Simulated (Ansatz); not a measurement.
# An extra electron or hole in a frame of aqueous Cd2+ and triflate, 1.6 mol of salt per kg of water from 300 K (122 atoms)

Aim: add and remove one electron in a frame of aqueous Cd2+ and triflate, 1.6 mol of salt per kg of water from 300 K (122 atoms), with atoms held and relaxed, and read trapping energy and localisation.

Main program and level: Ansatz 0.2.0; Kohn-Sham DFT, PBE+D4, PAW (set soft_2), plane waves.

## Step 1: Set-up

The cell holds 122 atoms: 41 O, 2 S, 2 C, 6 F, 70 H and 1 Cd. Its edges and angles: a = 10.827 Å, b = 10.827 Å, c = 10.827 Å, α = 90.0°, β = 90.0°, γ = 90.0°. 35 H2O, 1 Cd2+, 2 triflate placed at random, at 1.36 g/cm³; overlaps pushed apart, then 10 ps at 420 K with divalent ions of Li, Roberts, Chakravorty and Merz (J. Chem. Theory Comput. 9, 2733 (2013)); MMFF94 bonds, angles, torsions, charges and radii (Halgren, J. Comput. Chem. 17, 490 (1996)) in harmonic and 12-6 forms; SPC/E water (Berendsen, Grigera and Straatsma, J. Phys. Chem. 91, 6269 (1987)). Snapshot after 20 ps at 300 K and fixed volume.

Limits known from the start: The network of contacts between molecules at the start is that of the classical potential that made the cell, and needn't be the one that DFT or experiment would give. Sampling is at Γ alone, for a cell whose shortest periodic width is 11 Å. The liquid is relaxed first, so the results are those of a frozen frame at zero temperature.

## Step 2: Single point at the start

A single point comes first, to see the forces before anything moves.

Contents of input.yaml:

```yaml
crystal:
  lattice:
    - [10.82721, 0.0, 0.0]
    - [0.0, 10.82721, 0.0]
    - [0.0, 0.0, 10.82721]
  atoms:
    - { symbol: O, position: [0.77425, 0.93683, 0.9597] }
    - { symbol: S, position: [0.65151, 0.97941, 0.92081] }
    - { symbol: O, position: [0.62428, 0.10152, 0.96609] }
    - { symbol: O, position: [0.55219, 0.89234, 0.93817] }
    - { symbol: C, position: [0.66235, 0.99939, 0.75302] }
    - { symbol: F, position: [0.77104, 0.04896, 0.71392] }
    - { symbol: F, position: [0.56771, 0.07822, 0.71558] }
    - { symbol: F, position: [0.64521, 0.89215, 0.68918] }
    - { symbol: O, position: [0.60871, 0.70019, 0.41164] }
    - { symbol: S, position: [0.52567, 0.78699, 0.35051] }
    - { symbol: O, position: [0.41365, 0.80967, 0.42277] }
    - { symbol: O, position: [0.49512, 0.74627, 0.22709] }
    - { symbol: C, position: [0.60224, 0.94736, 0.33897] }
    - { symbol: F, position: [0.72906, 0.93707, 0.33334] }
    - { symbol: F, position: [0.57706, 0.01872, 0.44145] }
    - { symbol: F, position: [0.55919, 0.01675, 0.24647] }
    - { symbol: O, position: [0.69321, 0.62751, 0.61857] }
    - { symbol: H, position: [0.65243, 0.65473, 0.5403] }
    - { symbol: H, position: [0.64484, 0.6585, 0.69089] }
    - { symbol: O, position: [0.13875, 0.59071, 0.49876] }
    - { symbol: H, position: [0.22113, 0.62353, 0.52457] }
    - { symbol: H, position: [0.07209, 0.64544, 0.5318] }
    - { symbol: O, position: [0.00927, 0.73854, 0.76873] }
    - { symbol: H, position: [0.0836, 0.69111, 0.79622] }
    - { symbol: H, position: [0.94313, 0.73201, 0.83287] }
    - { symbol: O, position: [0.72728, 0.20406, 0.1505] }
    - { symbol: H, position: [0.67637, 0.15192, 0.09375] }
    - { symbol: H, position: [0.6718, 0.2588, 0.20007] }
    - { symbol: O, position: [0.02352, 0.40865, 0.34656] }
    - { symbol: H, position: [0.06343, 0.47518, 0.39668] }
    - { symbol: H, position: [0.93277, 0.42481, 0.34064] }
    - { symbol: O, position: [0.74894, 0.52575, 0.29843] }
    [... 84 atom lines left out ...]
    - { symbol: H, position: [0.91565, 0.16468, 0.41462] }
    - { symbol: H, position: [0.98255, 0.03756, 0.36866] }
    - { symbol: O, position: [0.35181, 0.76532, 0.04412] }
    - { symbol: H, position: [0.3751, 0.8265, 0.97897] }
    - { symbol: H, position: [0.41419, 0.76758, 0.11219] }
    - { symbol: Cd, position: [0.10959, 0.24891, 0.27316] }
kpoints:
  mp_grid: { grid: [1, 1, 1] }
hamiltonian:
  xc: pbe
  dispersion: d4
scf:
  occupations: { method: fermi_dirac, width: 0.05 }
output:
  forces: true
```

The run is started by

```console
> ansatz run input.yaml --threads 4 --pin off --max-ram 8192MiB --backend cpu --events-out ev --progress --plain --runs-dir out
```

Numbers of over 12 decimals in the logs are rounded to 6 here.

What it wrote:

```text
Engine: ansatz 0.2.0, x86_64-unknown-linux-gnu
Pseudopotentials: kind: paw
Pseudopotential: O, paw, valence charge 6, recommended cutoff 420 eV (normal), O.paw.azcp
Pseudopotential: S, paw, valence charge 6, recommended cutoff 420 eV (normal), S.paw.azcp
Pseudopotential: C, paw, valence charge 4, recommended cutoff 420 eV (normal), C.paw.azcp
Pseudopotential: F, paw, valence charge 7, recommended cutoff 420 eV (normal), F.paw.azcp
Pseudopotential: H, paw, valence charge 1, recommended cutoff 420 eV (normal), H.paw.azcp
Pseudopotential: Cd, paw, valence charge 20, recommended cutoff 420 eV (normal), Cd.paw.azcp
Functional definition: PBE
  parameter kappa = 0.804
  parameter beta = 0.066725
  exchange = pbe_x(kappa = kappa, mu = beta*pi^2/3)
  correlation = pbe_c(beta = beta)
Crystal: 122 atoms, lattice volume = 1269.257 Å³
Basis set: ecut = 420 eV, 24837 PW (Γ), exchange–correlation on 150×150×150 points (8 copies of the dense FFT grid, shifted against one another)
Bands: 321, of which v1, the nominal top of the filled ones, is band 199 counted from 1 (198 counted from 0)
Symmetry: 1 space group operations
Space group: P1 (ITA 1), of the structure as read, at distance tolerance 1.1e-4 Å
k-points: 1
Non-local potential: O, projectors of the file, l = 0: 2, l = 1: 2, l = 2: 1
Non-local potential: S, projectors of the file, l = 0: 2, l = 1: 2, l = 2: 2
Non-local potential: C, projectors of the file, l = 0: 2, l = 1: 2, l = 2: 1
Non-local potential: F, projectors of the file, l = 0: 2, l = 1: 2, l = 2: 1
Non-local potential: H, projectors of the file, l = 0: 2, l = 1: 1
Non-local potential: Cd, projectors of the file, l = 0: 3, l = 1: 2, l = 2: 2, l = 3: 1
PAW form: soft (Blöchl's): semilocal exchange-correlation on the pseudo side does not see the compensation charge
PAW one-centre angular grid: O, 110 points (default); XC on 64 Gauss nodes
PAW one-centre angular grid: S, 110 points (default); XC on 64 Gauss nodes
PAW one-centre angular grid: C, 110 points (default); XC on 64 Gauss nodes
PAW one-centre angular grid: F, 110 points (default); XC on 64 Gauss nodes
PAW one-centre angular grid: H, 110 points (default); XC on 64 Gauss nodes
PAW one-centre angular grid: Cd, 590 points (default); XC on 64 Gauss nodes
Initial density: superposition of atomic densities (neutral atoms: chi_scale 0, normalization atom), corrected by the library's trained network
Initial wavefunctions: pseudopotential atomic-orbital guess
Functional: x = pbe(κ = 0.804, μ = 0.219515), c = pbe(β = 0.066725)
SCF iter   1: F=—  HF=-39796.201218 eV  |F-HF|=—  |Δ(HF+E_count)|=         —  Δρ=4.31e-3  dr2=4.14e-1  ethr=1.77e-3  ⟨swp⟩=7.0  Hψ=1527  notcnv=0  defer=37
preconditioner: auto → Resta (q_TF=auto, 2.249 Å⁻¹)  ε∞=2.4  [insulator: Δε(μ)=4.277 eV  Ē_g=17.412 eV  σ=0.050 eV  W_gap=1.00  n_scr=250 (ndim 8)  ℏωp=20.3 eV  f_vac=0.288  D(μ)=0.00/eV (n_scr^D=0)  ε∞_Penn≈2.4  vacuum switching on, ρ_ref=2.2e-2 e/Å³]
SCF iter   2: F=—  HF=-39796.043827 eV  |F-HF|=—  |Δ(HF+E_count)|=   1.57e-1  Δρ=2.51e-3  dr2=7.27e-2  ethr=1.04e-4  ⟨swp⟩=3.0  Hψ=523  notcnv=0  defer=118
SCF iter   3: F=—  HF=-39796.015775 eV  |F-HF|=—  |Δ(HF+E_count)|=   2.81e-2  Δρ=1.19e-3  dr2=1.66e-2  ethr=1.83e-5  ⟨swp⟩=2.0  Hψ=402  notcnv=0  defer=28
automatic band count: iteration 3 solves 231 bands in place of 321: the levels show a gap, and the empty bands left out lie too high to hold charge; the band table lists the bands solved (type scf.n_extra_bands for more)
SCF iter   4: F=—  HF=-39796.010224 eV  |F-HF|=—  |Δ(HF+E_count)|=   5.55e-3  Δρ=3.67e-4  dr2=1.30e-3  ethr=4.17e-6  ⟨swp⟩=2.0  Hψ=396  notcnv=0  defer=28
SCF iter   5: F=—  HF=-39796.010218 eV  |F-HF|=—  |Δ(HF+E_count)|=   5.47e-6  Δρ=1.48e-4  dr2=1.97e-4  ethr=3.27e-7  ⟨swp⟩=2.0  Hψ=455  notcnv=0  defer=28
SCF iter   6: F=—  HF=-39796.010232 eV  |F-HF|=—  |Δ(HF+E_count)|=   1.37e-5  Δρ=5.35e-5  dr2=2.44e-5  ethr=4.94e-8  ⟨swp⟩=2.0  Hψ=392  notcnv=0  defer=28
SCF iter   7: F=—  HF=-39796.008736 eV  |F-HF|=—  |Δ(HF+E_count)|=   1.50e-3  Δρ=1.59e-5  dr2=1.86e-6  ethr=6.13e-9  ⟨swp⟩=2.0  Hψ=391  notcnv=0  defer=28
SCF iter   8: F=—  HF=-39796.008736 eV  |F-HF|=—  |Δ(HF+E_count)|=   3.63e-7  Δρ=5.07e-6  dr2=1.93e-7  ethr=4.68e-10  ⟨swp⟩=3.0  Hψ=399  notcnv=0  defer=28
SCF iter   9: F=-39796.008736 eV  HF=-39796.008736 eV  |F-HF|=3.86e-9  |Δ(HF+E_count)|=   9.80e-8  Δρ=1.34e-6  dr2=1.57e-8  ethr=2.51e-11  ⟨swp⟩=4.0  Hψ=779  notcnv=0
SCF 1 converged in 9 iterations: F = -39796.008736 eV  dr2 = 1.57e-8
  greatest PAW one-centre occupation: 1.001 electrons in one spin orbital (limit 2), on the Cd atom at site 121 (counted from 0), in its partial waves of l = 1
SCF converged after 9 iterations
Free energy (F): -39796.008736 eV
Harris-Foulkes:  -39796.008736 eV  (|F-HF|=3.86e-9)
Internal energy: -39796.008736 eV  (E = F + TS)
E sigma→0 (E₀):  -39796.008736 eV
Fermi energy:    1.003124 eV
--- Per-component energies (eV) ---
  E_band       = -4196.898658
  E_kinetic    = 10290.035247
  E_local      = -40100.492260  (includes V_loc(G=0)·N_el)
  E_nonlocal   = 2672.126970
  E_hartree    = 15597.503976
  E_xc         = -4563.456732
  E_vxc        = -5752.737873  (∫ρ·V_xc dr)
  E_paw        = -13228.896010  (= ΣΔE_a)
  E_vpaw       = -2500.873170  (= ΣTr[D̂ρ^β])
  E_aug_tail   = 0.033687  (compensation charges beyond the density's cutoff)
  E_ewald      = -10458.049136
  E_disp       = -4.814478  (pairwise vdW)
  E_smearing   = -0.000000  (= −TS)
  E_closure    = 0.000000  (closes the sum)
  Σ components = -39796.008736   (vs F -39796.008736, Δ=0.00e0)
--- Forces (eV/Å), atoms counted from 1 ---
  atom   1  O     -0.45607520     0.61753894    -0.20595100
  atom   2  S      1.06929747    -1.52058411    -0.33505135
  atom   3  O     -0.65542516     1.19194669     0.16903596
  atom   4  O     -0.57227276    -0.51578854     0.08984924
  atom   5  C     -0.38869876     0.79186295    -2.55985225
  atom   6  F     -0.94969071    -0.44630628     0.92318498
  atom   7  F      0.87623986    -0.68966205     0.53803390
  atom   8  F      0.22228356     0.54971244     0.74668881
  atom   9  O      0.46267854     0.67261555    -0.36534450
  atom  10  S     -0.67191911    -0.18858273     0.39092264
  atom  11  O      0.36246595     0.35558331     0.04588839
  atom  12  O      0.78560269     0.17455154    -0.82914062
  atom  13  C      1.46860583     1.16060384     1.09531263
  atom  14  F     -1.70709554    -0.20724833    -0.33309699
[...]
atom 121  H     -0.42845353     0.25195341    -0.98274463
  atom 122  Cd     0.43087880    -0.89161210    -0.21158824
  max |Σ_I F_I| component: 9.97e-5 eV/Å
```

Wall time 8.8 s (4 threads of Intel Xeon Platinum 8488C (Sapphire Rapids), shared host); peak memory 1.6 GiB; 30 s of CPU time.

The column dr2 measures how far the density is from self-consistency, as an energy; F and HF (Harris–Foulkes) agree once it is small.

The r.m.s. force at the start is 0.66 eV/Å.

## Step 3: Relaxation

With the cell held, the atoms are moved downhill towards a nearby minimum.

Contents of input.yaml:

```yaml
crystal:
  lattice:
    - [10.82721, 0.0, 0.0]
    - [0.0, 10.82721, 0.0]
    - [0.0, 0.0, 10.82721]
  atoms:
    [... the 122 atom lines of step 2 ...]
kpoints:
  mp_grid: { grid: [1, 1, 1] }
hamiltonian:
  xc: pbe
  dispersion: d4
scf:
  occupations: { method: fermi_dirac, width: 0.05 }
output:
  forces: true
relax:
  f_tol: 0.06
  max_steps: 150
```

What it wrote:

```text
[...]
Crystal: 122 atoms, lattice volume = 1269.257 Å³
Basis set: ecut = 420 eV, 24837 PW (Γ), exchange–correlation on 150×150×150 points (8 copies of the dense FFT grid, shifted against one another)
Bands: 321, of which v1, the nominal top of the filled ones, is band 199 counted from 1 (198 counted from 0)
Symmetry: 1 space group operations
[...]
k-points: 1
[...]
SCF iter   1: F=—  HF=-39796.201218 eV  |F-HF|=—  |Δ(HF+E_count)|=         —  Δρ=4.31e-3  dr2=4.14e-1  ethr=1.77e-3  ⟨swp⟩=7.0  Hψ=1527  notcnv=0  defer=37
[...]
SCF iter   5: F=—  HF=-39796.008732 eV  |F-HF|=—  |Δ(HF+E_count)|=   1.09e-5  Δρ=1.42e-4  dr2=1.81e-4  ethr=3.22e-7  ⟨swp⟩=2.0  Hψ=529  notcnv=0  defer=118
SCF iter   6: F=-39796.008724 eV  HF=-39796.008734 eV  |F-HF|=9.62e-6  |Δ(HF+E_count)|=   2.04e-6  Δρ=5.29e-5  dr2=2.39e-5  ethr=2.26e-8  ⟨swp⟩=3.0  Hψ=965  notcnv=0
SCF 1 converged in 6 iterations: F = -39796.008724 eV  dr2 = 2.39e-5
[...]
relax step   1: F+E_penalty+E_count = -39796.00872441 eV  Δ(F+E_penalty+E_count) = +0.000e0 eV  max|allowed force component| = 2.560e0 eV/Å  Δτ_max = 0.0000 Å  (6 SCF iters, dr2 threshold 9.00e-5 eV, accepted)
[...]
relax step   2: F+E_penalty+E_count = -39799.94275548 eV  Δ(F+E_penalty+E_count) = -3.934e0 eV  max|allowed force component| = 1.209e0 eV/Å  Δτ_max = 0.1949 Å  (7 SCF iters, dr2 threshold 1.00e-4 eV, accepted)
[...]
relax step   3: F+E_penalty+E_count = -39801.48379355 eV  Δ(F+E_penalty+E_count) = -1.541e0 eV  max|allowed force component| = 1.601e0 eV/Å  Δτ_max = 0.1972 Å  (7 SCF iters, dr2 threshold 9.14e-5 eV, accepted)
relax step   4: F+E_penalty+E_count = -39802.25596881 eV  Δ(F+E_penalty+E_count) = -7.722e-1 eV  max|allowed force component| = 1.005e0 eV/Å  Δτ_max = 0.1904 Å  (6 SCF iters, dr2 threshold 1.00e-4 eV, accepted)
relax step   5: F+E_penalty+E_count = -39802.78692284 eV  Δ(F+E_penalty+E_count) = -5.310e-1 eV  max|allowed force component| = 1.204e0 eV/Å  Δτ_max = 0.1971 Å  (6 SCF iters, dr2 threshold 1.00e-4 eV, accepted)
relax step   6: F+E_penalty+E_count = -39803.22040222 eV  Δ(F+E_penalty+E_count) = -4.335e-1 eV  max|allowed force component| = 8.657e-1 eV/Å  Δτ_max = 0.1941 Å  (6 SCF iters, dr2 threshold 1.00e-4 eV, accepted)
relax step   7: F+E_penalty+E_count = -39803.50804679 eV  Δ(F+E_penalty+E_count) = -2.876e-1 eV  max|allowed force component| = 7.276e-1 eV/Å  Δτ_max = 0.1945 Å  (6 SCF iters, dr2 threshold 1.00e-4 eV, accepted)
relax step   8: F+E_penalty+E_count = -39803.70627763 eV  Δ(F+E_penalty+E_count) = -1.982e-1 eV  max|allowed force component| = 7.906e-1 eV/Å  Δτ_max = 0.1984 Å  (6 SCF iters, dr2 threshold 1.00e-4 eV, accepted)
relax step   9: F+E_penalty+E_count = -39803.85102098 eV  Δ(F+E_penalty+E_count) = -1.447e-1 eV  max|allowed force component| = 5.216e-1 eV/Å  Δτ_max = 0.1952 Å  (5 SCF iters, dr2 threshold 1.00e-4 eV, accepted)
relax step  10: F+E_penalty+E_count = -39803.96397579 eV  Δ(F+E_penalty+E_count) = -1.130e-1 eV  max|allowed force component| = 3.428e-1 eV/Å  Δτ_max = 0.1921 Å  (5 SCF iters, dr2 threshold 1.00e-4 eV, accepted)
relax step  11: F+E_penalty+E_count = -39804.06446796 eV  Δ(F+E_penalty+E_count) = -1.005e-1 eV  max|allowed force component| = 3.123e-1 eV/Å  Δτ_max = 0.1950 Å  (5 SCF iters, dr2 threshold 5.07e-5 eV, accepted)
relax step  12: F+E_penalty+E_count = -39804.16511700 eV  Δ(F+E_penalty+E_count) = -1.006e-1 eV  max|allowed force component| = 2.049e-1 eV/Å  Δτ_max = 0.1903 Å  (6 SCF iters, dr2 threshold 4.21e-5 eV, accepted)
relax step  13: F+E_penalty+E_count = -39804.25332049 eV  Δ(F+E_penalty+E_count) = -8.820e-2 eV  max|allowed force component| = 2.176e-1 eV/Å  Δτ_max = 0.1950 Å  (6 SCF iters, dr2 threshold 1.81e-5 eV, accepted)
relax step  14: F+E_penalty+E_count = -39804.32939523 eV  Δ(F+E_penalty+E_count) = -7.607e-2 eV  max|allowed force component| = 1.815e-1 eV/Å  Δτ_max = 0.1923 Å  (7 SCF iters, dr2 threshold 2.04e-5 eV, accepted)
relax step  15: F+E_penalty+E_count = -39804.38992296 eV  Δ(F+E_penalty+E_count) = -6.053e-2 eV  max|allowed force component| = 2.855e-1 eV/Å  Δτ_max = 0.1917 Å  (7 SCF iters, dr2 threshold 2.29e-5 eV, accepted)
relax step  16: F+E_penalty+E_count = -39804.41841390 eV  Δ(F+E_penalty+E_count) = -2.849e-2 eV  max|allowed force component| = 2.988e-1 eV/Å  Δτ_max = 0.1337 Å  (6 SCF iters, dr2 threshold 5.67e-5 eV, accepted)
relax step  17: F+E_penalty+E_count = -39804.43894474 eV  Δ(F+E_penalty+E_count) = -2.053e-2 eV  max|allowed force component| = 2.711e-1 eV/Å  Δτ_max = 0.1141 Å  (6 SCF iters, dr2 threshold 8.93e-5 eV, accepted)
relax step  18: F+E_penalty+E_count = -39804.45722803 eV  Δ(F+E_penalty+E_count) = -1.828e-2 eV  max|allowed force component| = 2.241e-1 eV/Å  Δτ_max = 0.1532 Å  (6 SCF iters, dr2 threshold 6.05e-5 eV, accepted)
relax step  19: F+E_penalty+E_count = -39804.47312821 eV  Δ(F+E_penalty+E_count) = -1.590e-2 eV  max|allowed force component| = 4.438e-1 eV/Å  Δτ_max = 0.1842 Å  (7 SCF iters, dr2 threshold 3.43e-5 eV, accepted)
relax step  20: F+E_penalty+E_count = -39804.49790625 eV  Δ(F+E_penalty+E_count) = -2.478e-2 eV  max|allowed force component| = 4.987e-1 eV/Å  Δτ_max = 0.1815 Å  (6 SCF iters, dr2 threshold 1.00e-4 eV, accepted)
relax step  21: F+E_penalty+E_count = -39804.55111489 eV  Δ(F+E_penalty+E_count) = -5.321e-2 eV  max|allowed force component| = 3.548e-1 eV/Å  Δτ_max = 0.1912 Å  (6 SCF iters, dr2 threshold 1.00e-4 eV, accepted)
relax step  22: F+E_penalty+E_count = -39804.62566773 eV  Δ(F+E_penalty+E_count) = -7.455e-2 eV  max|allowed force component| = 4.553e-1 eV/Å  Δτ_max = 0.1931 Å  (6 SCF iters, dr2 threshold 6.37e-5 eV, accepted)
relax step  23: F+E_penalty+E_count = -39804.69263674 eV  Δ(F+E_penalty+E_count) = -6.697e-2 eV  max|allowed force component| = 2.038e-1 eV/Å  Δτ_max = 0.1962 Å  (6 SCF iters, dr2 threshold 1.00e-4 eV, accepted)
relax step  24: F+E_penalty+E_count = -39804.74271300 eV  Δ(F+E_penalty+E_count) = -5.008e-2 eV  max|allowed force component| = 1.716e-1 eV/Å  Δτ_max = 0.1950 Å  (7 SCF iters, dr2 threshold 8.32e-6 eV, accepted)
[...]
relax step  34: F+E_penalty+E_count = -39804.85551456 eV  Δ(F+E_penalty+E_count) = -1.144e-2 eV  max|allowed force component| = 3.220e-1 eV/Å  Δτ_max = 0.1776 Å  (9 SCF iters, accepted)
[...]
relax step  36: F+E_penalty+E_count = -39804.88180060 eV  Δ(F+E_penalty+E_count) = -1.263e-2 eV  max|allowed force component| = 1.843e-1 eV/Å  Δτ_max = 0.1113 Å  (5 SCF iters, dr2 threshold 1.00e-4 eV, accepted)
relax step  37: F+E_penalty+E_count = -39804.88580812 eV  Δ(F+E_penalty+E_count) = -4.008e-3 eV  max|allowed force component| = 1.864e-1 eV/Å  Δτ_max = 0.0711 Å  (7 SCF iters, dr2 threshold 7.64e-6 eV, accepted)
relax step  38: F+E_penalty+E_count = -39804.89145217 eV  Δ(F+E_penalty+E_count) = -5.644e-3 eV  max|allowed force component| = 9.574e-2 eV/Å  Δτ_max = 0.0531 Å  (6 SCF iters, dr2 threshold 7.82e-6 eV, accepted)
relax step  39: F+E_penalty+E_count = -39804.89795535 eV  Δ(F+E_penalty+E_count) = -6.503e-3 eV  max|allowed force component| = 8.645e-2 eV/Å  Δτ_max = 0.1367 Å  (9 SCF iters, accepted)
relax step  40: F+E_penalty+E_count = -39804.90207803 eV  Δ(F+E_penalty+E_count) = -4.123e-3 eV  max|allowed force component| = 1.091e-1 eV/Å  Δτ_max = 0.0705 Å  (9 SCF iters, accepted)
relax step  41: F+E_penalty+E_count = -39804.90784816 eV  Δ(F+E_penalty+E_count) = -5.770e-3 eV  max|allowed force component| = 1.115e-1 eV/Å  Δτ_max = 0.1250 Å  (7 SCF iters, dr2 threshold 9.71e-6 eV, accepted)
relax step  42: F+E_penalty+E_count = -39804.91181027 eV  Δ(F+E_penalty+E_count) = -3.962e-3 eV  max|allowed force component| = 1.681e-1 eV/Å  Δτ_max = 0.0908 Å  (6 SCF iters, dr2 threshold 1.24e-5 eV, accepted)
relax step  43: F+E_penalty+E_count = -39804.91400811 eV  Δ(F+E_penalty+E_count) = -2.198e-3 eV  max|allowed force component| = 2.290e-1 eV/Å  Δτ_max = 0.0896 Å  (6 SCF iters, dr2 threshold 2.83e-5 eV, accepted)
relax step  44: F+E_penalty+E_count = -39804.91644840 eV  Δ(F+E_penalty+E_count) = -2.440e-3 eV  max|allowed force component| = 2.090e-1 eV/Å  Δτ_max = 0.0365 Å  (5 SCF iters, dr2 threshold 5.24e-5 eV, accepted)
relax step  45: F+E_penalty+E_count = -39804.91937177 eV  Δ(F+E_penalty+E_count) = -2.923e-3 eV  max|allowed force component| = 1.103e-1 eV/Å  Δτ_max = 0.0289 Å  (5 SCF iters, dr2 threshold 3.64e-5 eV, accepted)
[...]
relax step  46: F+E_penalty+E_count = -39804.91988570 eV  Δ(F+E_penalty+E_count) = -5.139e-4 eV  max|allowed force component| = 5.695e-2 eV/Å  Δτ_max = 0.0237 Å  (7 SCF iters, accepted)
SCF converged after 7 iterations
Free energy (F): -39804.919886 eV
[...]
Internal energy: -39804.919886 eV  (E = F + TS)
E sigma→0 (E₀):  -39804.919886 eV
Fermi energy:    0.768075 eV
[...]
Σ components = -39804.919886   (vs F -39804.919886, Δ=0.00e0)
--- Forces (eV/Å), atoms counted from 1 ---
  atom   1  O     -0.01839308    -0.00004618    -0.00230224
  atom   2  S      0.00697944    -0.01744727    -0.00909144
  atom   3  O     -0.00011285     0.00034824    -0.00215707
  atom   4  O      0.01308569     0.01439765    -0.00229086
[...]
atom 122  Cd     0.00304731    -0.00173342    -0.00176073
  max |Σ_I F_I| component: 1.11e-4 eV/Å
--- Relaxed structure (46 steps of the walk, 46 accepted, 0 SCFs on fresh bases) ---
  F+E_penalty+E_count = -39804.91988570 eV   max|allowed force component| = 5.695e-2 eV/Å
  atoms:
    - { symbol: O, position: [0.725515, 0.885342, 0.900397] }
    - { symbol: S, position: [0.596097, 0.920490, 0.887665] }
    - { symbol: O, position: [0.562900, 0.037359, 0.948815] }
    - { symbol: O, position: [0.506627, 0.820366, 0.906626] }
[...]
- { symbol: Cd, position: [0.093973, 0.273605, 0.275426] }
```

Elapsed: 5.3 min, on 4 threads; peak memory 1.6 GiB.

The relaxation converged after 46 steps, 8.91 eV below its start, with a largest force component of 0.057 eV/Å.

[end of part 1 of 4]

[Logs are printed without paths, hosts, clocks, repeated set-up lines and the standing remarks that a program may print on its own settings, such as how far it seeks lower states.]

[Hosts, paths, dates, database ids (printed as entryN), source tags and the programs' standing remarks are cut or masked in the printed files.]

[The MMFF94 radii named for the starting cell were scaled by 0.96; in molecules described by MMFF94, hydrogen bound to N, O or S took a small fixed 12-6 site in their place.]
